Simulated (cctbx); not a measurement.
## Gd3Er4Cu3: as given, inverted or twinned?

Space group I-43d (no. 220), a = 9.7250 Å, b = 9.7250 Å, c = 9.7250 Å, α = 90.00°, β = 90.00°, γ = 90.00°.

```
atom  mult.       x       y       z  Ueq (Å²)
 Er1     16  0.5837  0.9163  0.0837    0.0174
 Gd1     12     1/8     1/2     1/4    0.0172
 Cu1     12     1/8       0     3/4    0.0225
```

The model was made for the exercise: a known structure type with other elements put in, its volume estimated, not relaxed; displacement parameters are assumed.

Data sets are simulated with cctbx and refined with Bijvoet mates kept apart; Flack x is then fitted as the share of an inverted twin with the atoms fixed, Hooft y from the Bijvoet differences. The group is acentric but holds improper operations, so there is an absolute structure (orientation) and no hand.

Untwinned crystal. What Flack and Hooft values should come out?

| λ (Å) | extinction (unmodelled) | d min (Å) | top counts | error (%) | model | R1 | Flack x | s.u. | Hooft y | s.u. | pairs |
| --- | --- | --- | --- | --- | --- | --- | --- | --- | --- | --- | --- |
| 0.71073 | 0 | 0.77 | 70000 | 1.5 | as given | 0.0022 | 0.016 | 0.016 | 0.004 | 0.012 | 75 |
| 0.71073 | 0 | 0.77 | 70000 | 1.5 | inverted | 0.0105 | 0.981 | 0.016 | 0.997 | 0.012 | 75 |
| 1.54184 | 0 | 0.83 | 70000 | 2 | as given | 0.0024 | 0.001 | 0.0014 | -0.001 | 0.001 | 58 |

With Mo Kα, x is within 3 s.u. of 0, so the absolute structure is right. With Cu Kα, x is within 3 s.u. of 0, so the absolute structure is right. Inverting the model turns x into about 1 − x.

A further crystal gives:

```
  λ (Å)  extinction (unmodelled)  d min (Å)  top counts  error (%)     model      R1  Flack x  s.u.  Hooft y   s.u.  pairs
0.71073                      0.1       0.84       20000        1.5  as given  0.0102     0.78  0.02    0.823  0.020     57
```

**Question.** What is it?

It was simulated as an inversion twin with a fraction 0.8 of the inverted domain. Flack x is over 3 s.u. from both 0 and 1 and reads that fraction.

[Logs are printed without paths, hosts, clocks, repeated set-up lines and the standing remarks that a program may print on its own settings, such as how far it seeks lower states.]
